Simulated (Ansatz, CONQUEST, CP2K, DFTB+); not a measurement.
## CP2K runs on graphene zigzag nanoribbon, H-capped, B on C sites (72 atoms)

Wanted: CP2K inputs and outputs for graphene zigzag nanoribbon, H-capped, B on C sites (72 atoms), checked against a plane-wave reference.

Calculated with CP2K 2026.2; the method is named at each step.

**1. The starting structure**

The cell holds 72 atoms: 57 C, 7 B and 8 H. Its edges and angles: a = 9.840 Å, b = 27.803 Å, c = 10.000 Å, α = 90.0°, β = 90.0°, γ = 90.0°. It derives from C (graphene). Graphene (a = 2.46 Å), rectangular cell with x along the zigzag direction; strip nominally 18 Å wide, 4 periods, edges capped with H, 10 Å of vacuum, 7 of 64 C replaced by B at random; not relaxed, displaced by a Gaussian of 0.02 Å. Then every atom was moved at random, 0.02 Å r.m.s. a Cartesian component (hydrogen 0.6 of that). Regions: sheet, 64 atoms (57 C and 7 B); hydrogen, 8 atoms (8 H). Vacuum lies along b and c. The structure's axis is a.

The yardstick, on the same geometry:

| Quantity | Value |
| --- | --- |
| method | Kohn-Sham DFT, PBE, PAW, plane waves (Ansatz 0.2.0); cutoff 420 eV, Γ point, fermi-dirac smearing of 0.05 eV; PAW set soft_2 |
| r.m.s. force component | 1.984 eV/Å |
| longest force | 9.043 eV/Å |
| SCF cycles | 20 |
| time | 11 s on 4 threads of AMD EPYC 9R45, shared host |
| CPU time | 41 s |

**2. PBE, DZVP-MOLOPT-SR, 450/50 Ry, diagonalisation**

Method: Kohn-Sham DFT, PBE, GTH-PBE pseudopotentials, Gaussian and plane waves, DZVP-MOLOPT-SR-GTH, diagonalisation.

File input.inp:

```
&GLOBAL
  PROJECT cell
  RUN_TYPE ENERGY_FORCE
  PRINT_LEVEL LOW
&END GLOBAL
&FORCE_EVAL
  METHOD QS
  &DFT
    BASIS_SET_FILE_NAME BASIS_MOLOPT
    POTENTIAL_FILE_NAME GTH_POTENTIALS
    &MGRID
      CUTOFF 450
      REL_CUTOFF 50
    &END MGRID
    &QS
      EPS_DEFAULT 1.0E-12
    &END QS
    &SCF
      SCF_GUESS ATOMIC
      EPS_SCF 1.0E-06
      MAX_SCF 200
      ADDED_MOS 30
      &DIAGONALIZATION
        ALGORITHM STANDARD
      &END DIAGONALIZATION
      &SMEAR ON
        METHOD FERMI_DIRAC
        ELECTRONIC_TEMPERATURE [K] 580
      &END SMEAR
      &MIXING
        METHOD BROYDEN_MIXING
        ALPHA 0.15
        NBROYDEN 8
      &END MIXING
      &PRINT
        &RESTART OFF
        &END RESTART
      &END PRINT
    &END SCF
    &XC
      &XC_FUNCTIONAL PBE
      &END XC_FUNCTIONAL
    &END XC
    &PRINT
      &MULLIKEN ON
      &END MULLIKEN
      &HIRSHFELD ON
        SHAPE_FUNCTION DENSITY
      &END HIRSHFELD
      &MO ON
        EIGENVALUES T
        OCCUPATION_NUMBERS T
        MO_INDEX_RANGE 118 141
        &EACH
          QS_SCF 0
        &END EACH
        ADD_LAST NUMERIC
      &END MO
    &END PRINT
  &END DFT
  &SUBSYS
    &CELL
      A 9.84000 0.00000 0.00000
      B 0.00000 27.80310 0.00000
      C 0.00000 0.00000 10.00000
    &END CELL
    &COORD
      C 9.80871 6.83567 4.99000
      C 1.22134 6.12141 4.98920
      C 1.21081 8.92674 4.98580
      C 9.82386 8.23083 5.02550
      C 9.81875 11.12068 4.99780
      C 1.24279 10.39808 5.04610
      C 1.21308 13.13863 5.00780
      B 9.80084 12.51418 4.95540
      C 9.82268 15.31506 5.01190
      C 1.24712 14.59162 4.95020
      C 1.26060 17.42059 5.02540
      C 9.80221 16.71439 4.95580
      B 9.81009 19.61981 4.98480
      C 1.24230 18.83771 5.04070
      C 1.25490 21.72506 5.04470
      C 9.83154 21.02776 5.01130
      C 2.44554 6.80842 5.01270
      C 3.68301 6.07998 4.99310
      C 3.66078 8.92702 5.01570
      C 2.43934 8.22416 4.96690
      C 2.42812 11.08649 5.00890
      C 3.69699 10.37222 4.98090
      C 3.68154 13.23984 4.99230
      C 2.47387 12.48943 5.00700
      C 2.44573 15.31089 5.02800
      B 3.69669 14.58968 5.03760
      C 3.75209 17.47175 4.98500
      B 2.43865 16.77166 5.00730
      C 2.45262 19.56782 5.03600
      C 3.72355 18.86552 4.99360
      C 3.74835 21.72145 5.01450
      B 2.42231 20.98856 4.99500
      C 4.91390 6.78062 5.04490
      C 6.11792 6.03939 5.00890
      C 6.19566 8.93314 4.98810
      C 4.94637 8.22138 4.97860
      C 4.87956 11.03866 5.01530
      C 6.19389 10.29855 5.01190
      C 6.10700 13.18784 4.97790
      B 4.91272 12.45746 4.99990
      C 4.90986 15.34620 4.94560
      C 6.12491 14.57689 5.01990
      C 6.14862 17.50094 4.99270
      C 4.90002 16.72384 5.02900
      C 4.97510 19.58645 5.03260
      C 6.12619 18.82548 4.95910
      C 6.15502 21.72117 4.96620
      B 4.90052 20.98189 5.00580
      C 7.38472 6.80954 5.01760
      C 8.62299 6.13086 5.02740
      C 8.65044 8.96817 4.98660
      C 7.43569 8.21387 5.04660
      C 7.37872 11.07092 4.94630
      C 8.64788 10.32691 5.00730
      C 8.57625 13.18451 5.03080
      C 7.37557 12.49165 5.03880
[... 12 atom lines left out ...]
      H 6.13800 4.95813 5.02160
      H 6.13042 22.77102 5.03260
      H 8.58333 4.95896 5.01610
      H 8.59937 22.79326 5.00470
    &END COORD
    &KIND C
      BASIS_SET DZVP-MOLOPT-SR-GTH-q4
      POTENTIAL GTH-PBE-q4
    &END KIND
    &KIND B
      BASIS_SET DZVP-MOLOPT-SR-GTH-q3
      POTENTIAL GTH-PBE-q3
    &END KIND
    &KIND H
      BASIS_SET DZVP-MOLOPT-SR-GTH-q1
      POTENTIAL GTH-PBE-q1
    &END KIND
  &END SUBSYS
  &PRINT
    &FORCES ON
    &END FORCES
  &END PRINT
&END FORCE_EVAL
```

The run is started by

```console
OMP_NUM_THREADS=2 cp2k.psmp -i input.inp > output.txt
```

Numbers of over 12 decimals in the logs are rounded to 6 here.

Log:

```text
CP2K| version string:                                       CP2K version 2026.2
 CP2K| Input file name                                                 input.inp
 GLOBAL| Basis set file name                                        BASIS_MOLOPT
 GLOBAL| Potential file name                                      GTH_POTENTIALS
 GLOBAL| Run type                                                   ENERGY_FORCE
 GLOBAL| Total number of message passing processes                             1
 GLOBAL| Number of threads for this process                                    2
 TOTAL NUMBERS AND MAXIMUM NUMBERS
  Total number of            - Atomic kinds:                                   3
                             - Atoms:                                         72
                             - Shell sets:                                    72
                             - Shells:                                       344
                             - Primitive Cartesian functions:                353
                             - Cartesian basis functions:                    936
                             - Spherical basis functions:                    872
  Maximum angular momentum of- Orbital basis functions:                        2
                             - Local part of the GTH pseudopotential:          2
                             - Non-local part of the GTH pseudopotential:      0
 SCF PARAMETERS         Density guess:                                    ATOMIC
                        max_scf:                                             200
                        eps_scf:                                        1.00E-06
                        added MOs                                        30    0
                        Mixing method:                            BROYDEN_MIXING
                                                charge density mixing in g-space
                        Smear method:                                FERMI_DIRAC
                        Electronic temperature [K]:                        580.0
                        Electronic temperature [a.u.]:                  1.84E-03
                        Accuracy threshold:                             1.00E-10
 Extrapolation method: initial_guess
 Number of electrons:                                                        257
 Number of occupied orbitals:                                                129
 Number of molecular orbitals:                                               159
 Number of orbital functions:                                                872
 Number of independent orbital functions:                                    872
 SCF WAVEFUNCTION OPTIMIZATION
  Step     Update method      Time    Convergence         Total energy    Change
     1 NoMix/Diag. 0.15E+00    2.6     1.42694160      -345.6491143581 -3.46E+02
     2 Broy./Diag. 0.15E+00    3.6     0.11182480      -329.1751353265  1.65E+01
     3 Broy./Diag. 0.15E+00    3.8     0.45257264      -338.4299505208 -9.25E+00
     4 Broy./Diag. 0.15E+00    3.8     0.41804332      -342.8657249294 -4.44E+00
[...]
42 Broy./Diag. 0.15E+00    3.9     0.00000133      -348.4918517039 -6.15E-07
    43 Broy./Diag. 0.15E+00    3.9     0.00000085      -348.4918549382 -3.23E-06
  *** SCF run converged in    43 steps ***
  Electronic density on regular grids:       -257.0000000000        0.0000000000
  Core density on regular grids:              256.9999999998       -0.0000000002
  Total charge density on r-space grids:       -0.0000000002
  Total charge density g-space grids:          -0.0000000002
  Overlap energy of the core charge distribution:               9.28106e-05
  Self energy of the core charge distribution:               -813.795316
  Core Hamiltonian energy:                                    259.908060
  Hartree energy:                                             316.198784
  Exchange-correlation energy:                               -110.796035
  Electronic entropic energy:                                  -0.00744102
  Fermi energy:                                                -0.107557
  Total energy:                                              -348.491855
  Total energy (extrapolated to T->0):                       -348.488134
 MO| EIGENVALUES AND OCCUPATION NUMBERS
 MO|
 MO|  Index      Eigenvalue [a.u.]        Eigenvalue [eV]             Occupation
 MO|    118              -0.160621              -4.370719               2.000000
 MO|    119              -0.151731              -4.128810               2.000000
 MO|    120              -0.149059              -4.056098               2.000000
[...]
MO|    140               0.024028               0.653826               0.000000
 MO|    141               0.034613               0.941869               0.000000
 MO| Sum:                                                             257.000000
 MO| E(Fermi):           -0.107557 a.u.         -2.926776 eV
 !-----------------------------------------------------------------------------!
                     Mulliken Population Analysis
 #  Atom  Element  Kind  Atomic population                           Net charge
       1     C        1          4.008969                             -0.008969
       2     C        1          4.027838                             -0.027838
       3     C        1          3.991918                              0.008082
[...]
71     H        3          0.901258                              0.098742
      72     H        3          0.932001                              0.067999
 # Total charge                            257.000000                 -0.000000
 !-----------------------------------------------------------------------------!
 !-----------------------------------------------------------------------------!
                           Hirshfeld Charges
  #Atom  Element  Kind  Ref Charge     Population                    Net charge
      1       C      1       4.000          4.006                        -0.006
      2       C      1       4.000          4.012                        -0.012
      3       C      1       4.000          3.994                         0.006
[...]
71       H      3       1.000          0.940                         0.060
     72       H      3       1.000          0.948                         0.052
  Total Charge                                                           -0.000
 !-----------------------------------------------------------------------------!
 ENERGY| Total FORCE_EVAL ( QS ) energy [hartree]           -348.491873
 FORCES| Atomic forces [hartree/bohr]
 FORCES|   Atom     x               y               z               |f|
 FORCES|      1  3.52868916E-02 -3.92942135E-02  5.96508607E-03   5.31486800E-02
 FORCES|      2 -7.80421230E-03 -9.73890896E-03  1.90465854E-03   1.26245713E-02
 FORCES|      3  1.43599063E-02  2.43162038E-02  8.61343133E-03   2.95241575E-02
[...]
FORCES|     71  7.19127968E-03  4.42275162E-02  5.55120974E-04   4.48117826E-02
 FORCES|     72 -1.83456598E-03  2.19921910E-03  9.15464563E-04   3.00670457E-03
 FORCES| Sum     4.78351066E-04 -7.85774799E-05  4.34778601E-05
 FORCES| Total atomic force                                       4.86707805E-04
```

Run time: 2.9 min. Hardware: 2 threads of AMD EPYC 9R45, shared host; peak memory 4 GiB.

Banners, paths, timers and routine set-up lines are dropped from the logs unmarked, and long logs keep their key lines alone; longer cuts are marked.

Numbers from this run, and their distance from the reference:

- r.m.s. force component: 1.989 eV/Å
- r.m.s. difference of force components: 92.75 meV/Å
- longest difference of force vectors: 435.2 meV/Å
- force difference over r.m.s. force: 4.675 %
- slope of forces against the reference's: 1.001
- correlation of force components: 0.9989

Length of the force difference by element (eV/Å):

```tsv
element	atoms	mean	most
B	7	0.17	0.43
C	57	0.13	0.44
H	8	0.10	0.18
```

A closer look about B26, one of the 7 B atoms: 10 atoms, nearest first, numbered in the order of the input, with positions taken from that point.

```tsv
atom	x	y	z	distance (Å)	bonds	Hirshfeld charge (e)	Fx	Fy	Fz (eV/Å)
B26	0.00	0.00	0.00	0.00	3	0.06	-1.08	2.82	-0.09
C23	-0.02	-1.35	-0.05	1.35	3	-0.14	-2.68	-6.31	0.11
C41	1.21	0.76	-0.09	1.43	3	-0.02	3.38	0.59	0.87
C25	-1.25	0.72	-0.01	1.44	3	-0.12	-2.81	0.55	-0.18
C42	2.43	-0.01	-0.02	2.43	3	0.04	1.00	1.79	-0.66
C24	-1.22	-2.10	-0.03	2.43	3	0.04	0.27	0.68	-0.02
C44	1.20	2.13	-0.01	2.45	3	0.02	3.23	1.11	-0.81
C10	-2.45	0.00	-0.09	2.45	3	0.03	-0.31	-0.98	1.02
B40	1.22	-2.13	-0.04	2.45	3	0.06	-2.07	0.02	-0.16
B28	-1.26	2.18	-0.03	2.52	3	0.05	5.03	-4.08	-0.08
```

Forces lie 4.7 % from the reference's, at 7.2 times its CPU time (on 2 against 4 cores).

**3. PBE, DZVP-MOLOPT (SR for B), 450/50 Ry, diagonalisation**

Method: Kohn-Sham DFT, PBE, GTH-PBE pseudopotentials, Gaussian and plane waves, DZVP-MOLOPT-GTH, diagonalisation.

Edit input.inp of step 2 so:

```diff
@@ -66,7 +66,8 @@
     &END CELL
-    &COORD
-[... 72 atom lines left out: the same atoms as in the first run ...]
-    &END COORD
+    &TOPOLOGY
+      COORD_FILE_NAME structure.xyz
+      COORD_FILE_FORMAT XYZ
+    &END TOPOLOGY
     &KIND C
-      BASIS_SET DZVP-MOLOPT-SR-GTH-q4
+      BASIS_SET DZVP-MOLOPT-GTH-q4
       POTENTIAL GTH-PBE-q4
@@ -78,3 +79,3 @@
     &KIND H
-      BASIS_SET DZVP-MOLOPT-SR-GTH-q1
+      BASIS_SET DZVP-MOLOPT-GTH-q1
       POTENTIAL GTH-PBE-q1
```

File structure.xyz:

```xyz
72

C 9.80871 6.83567 4.99000
C 1.22134 6.12141 4.98920
C 1.21081 8.92674 4.98580
C 9.82386 8.23083 5.02550
C 9.81875 11.12068 4.99780
C 1.24279 10.39808 5.04610
C 1.21308 13.13863 5.00780
B 9.80084 12.51418 4.95540
C 9.82268 15.31506 5.01190
C 1.24712 14.59162 4.95020
C 1.26060 17.42059 5.02540
C 9.80221 16.71439 4.95580
B 9.81009 19.61981 4.98480
C 1.24230 18.83771 5.04070
C 1.25490 21.72506 5.04470
C 9.83154 21.02776 5.01130
C 2.44554 6.80842 5.01270
C 3.68301 6.07998 4.99310
C 3.66078 8.92702 5.01570
C 2.43934 8.22416 4.96690
[... 48 atom lines left out ...]
H 6.13800 4.95813 5.02160
H 6.13042 22.77102 5.03260
H 8.58333 4.95896 5.01610
H 8.59937 22.79326 5.00470
```

Log:

```text
CP2K| version string:                                       CP2K version 2026.2
 CP2K| Input file name                                                 input.inp
 GLOBAL| Basis set file name                                        BASIS_MOLOPT
 GLOBAL| Potential file name                                      GTH_POTENTIALS
 GLOBAL| Run type                                                   ENERGY_FORCE
 GLOBAL| Total number of message passing processes                             1
 GLOBAL| Number of threads for this process                                    2
 TOTAL NUMBERS AND MAXIMUM NUMBERS
  Total number of            - Atomic kinds:                                   3
                             - Atoms:                                         72
[... lines left out ...]
                        Smear method:                                FERMI_DIRAC
[... lines left out ...]
 Number of electrons:                                                        257
[... lines left out ...]
  Step     Update method      Time    Convergence         Total energy    Change
[... lines left out ...]
  *** SCF run converged in    45 steps ***
[... lines left out ...]
  Fermi energy:                                                -0.107720
  Total energy:                                              -348.500928
  Total energy (extrapolated to T->0):                       -348.497185
[... lines left out ...]
 MO| E(Fermi):           -0.107720 a.u.         -2.931211 eV
[... lines left out ...]
       2     C        1          4.002341                             -0.002341
       3     C        1          4.001280                             -0.001280
[...]
71     H        3          0.935979                              0.064021
      72     H        3          0.939973                              0.060027
 # Total charge                            257.000000                 -0.000000
 !-----------------------------------------------------------------------------!
 !-----------------------------------------------------------------------------!
                           Hirshfeld Charges
  #Atom  Element  Kind  Ref Charge     Population                    Net charge
      1       C      1       4.000          4.005                        -0.005
      2       C      1       4.000          4.012                        -0.012
      3       C      1       4.000          3.993                         0.007
[...]
71       H      3       1.000          0.944                         0.056
     72       H      3       1.000          0.949                         0.051
  Total Charge                                                           -0.000
 !-----------------------------------------------------------------------------!
 ENERGY| Total FORCE_EVAL ( QS ) energy [hartree]           -348.500923
 FORCES| Atomic forces [hartree/bohr]
 FORCES|   Atom     x               y               z               |f|
 FORCES|      1  3.50608860E-02 -4.04696616E-02  6.07608039E-03   5.38885701E-02
 FORCES|      2 -7.58796199E-03 -6.37742053E-03  1.90008619E-03   1.00925214E-02
 FORCES|      3  1.43328065E-02  2.38516667E-02  8.71055641E-03   2.91582774E-02
[...]
FORCES|     71  7.03682442E-03  4.12951930E-02  5.28018892E-04   4.18937783E-02
 FORCES|     72 -1.79754896E-03  3.92166868E-03  9.03106385E-04   4.40752410E-03
 FORCES| Sum     4.88122289E-04 -7.88758458E-05  3.99097504E-05
 FORCES| Total atomic force                                       4.96062049E-04
```

The job ended after 9.3 min (2 threads; peak memory 4 GiB).

Compared with the plane-wave run:

```
r.m.s. force component                  : 1.994 eV/Å
r.m.s. difference of force components   : 71.16 meV/Å
longest difference of force vectors     : 390.4 meV/Å
force difference over r.m.s. force      : 3.586 %
slope of forces against the reference's : 1.004
correlation of force components         : 0.9994
```

Against the first run (4.7 %), the force difference from the reference is 3.6 %, at 3.6 times the CPU time, with 872 basis functions against 872.

(Part 1 of 2 ends here.)

[Also dropped from logs without a mark: logging warnings of Python, and SIESTA's first energy breakdown and zero terms.]

[Logs are printed without paths, hosts, clocks, repeated set-up lines and the standing remarks that a program may print on its own settings, such as how far it seeks lower states.]

[Hosts, paths, dates, database ids (printed as entryN), source tags and the programs' standing remarks are cut or masked in the printed files.]
